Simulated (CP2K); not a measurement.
Consider vinylene carbonate at its PBE geometry (Å).

```xyz
8

O     2.4902    0.0038    0.3902
C     1.3024    0.0035    0.2058
O     0.5385    1.0763   -0.2340
C    -0.7802    0.6392   -0.3149
C    -0.8364   -0.6426    0.0591
O     0.4462   -1.0711    0.3918
H    -1.5219    1.3532   -0.6463
H    -1.6389   -1.3622    0.1483
```

Method: CP2K XAS_TDP, all-electron GAPW, PBEh(45%), aug-cc-pVDZ, TDA, GW2X-corrected core level, no relativity.

Question: Where do the O K-edge lines lie, and how strong are they?

Leading lines: O1 533.36 eV and O3 536.50 eV. The leading line of an atom is its first one with 35 % of the strongest within 2.5 eV of its lowest line over the strength cut. Core ionisation energies at this level: O1 538.43 and O3 540.47 eV.

The first six lines of each atom with a strength over 0.0015:

```csv
atom,energy (eV),states,"strength, one atom",above the computed threshold
O1 (bonded to C),533.36,1,0.0378,
,536.63,1,0.0025,
,538.39,1,0.0058,
,538.47,1,0.0080,yes
,539.88,1,0.0054,yes
,540.15,1,0.0024,yes
"O3 (bonded to 2 C), 2 alike",536.50,1,0.0247,
,537.85,1,0.0143,
,538.69,1,0.0276,
,539.05,1,0.0200,
,539.56,1,0.0018,
,540.45,1,0.0121,
```

Lines are vertical, at one geometry, with no vibrational structure. GW2X ionisation energies and lines can be off by 1 to 2 eV either way, and a good line position may hide errors that cancel. These values hold no scalar relativity, about 0.4 eV for O 1s. Rydberg lines, and the discretised continuum above threshold, depend on the basis and the box.

[Banner, clock and machine lines of the logs are left out without a mark of their own.]

[Logs are printed without paths, hosts, clocks, repeated set-up lines and the standing remarks that a program may print on its own settings, such as how far it seeks lower states.]

[Hosts, paths, dates, database ids (printed as entryN), source tags and the programs' standing remarks are cut or masked in the printed files.]
